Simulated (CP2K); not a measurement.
Two runs for the S L₂,₃ edge of thiirane. Run A: CP2K XAS_TDP, all-electron GAPW, PBEh(45%), aug-cc-pVTZ, TDA, ZORA, spin–orbit coupling. Run B differs in one setting.

First lines with a strength over 0.0003. A:

```csv
atom,energy (eV),states,"strength, one atom"
S3 (bonded to 2 C),162.01,1,0.0024
,162.13,1,0.0008
,162.43,1,0.0014
,162.66,2,0.0006
,163.18,3,0.0007
```

B:

```csv
atom,energy (eV),states,"strength, one atom"
S3 (bonded to 2 C),163.86,1,0.0024
,164.04,1,0.0009
,164.34,1,0.0015
,164.51,2,0.0004
,165.09,3,0.0005
```

Which was it: the basis, the functional, GW2X switched on?

GW2X switched on. GW2X shifts the lines nearly together; each 2p level gets its own shift. The lowest line over the strength cut lies at 163.86 eV, against 162.01 eV (PBEh(45%), aug-cc-pVTZ).

[Banner, clock and machine lines of the logs are left out without a mark of their own.]

[Logs are printed without paths, hosts, clocks, repeated set-up lines and the standing remarks that a program may print on its own settings, such as how far it seeks lower states.]

[Hosts, paths, dates, database ids (printed as entryN), source tags and the programs' standing remarks are cut or masked in the printed files.]
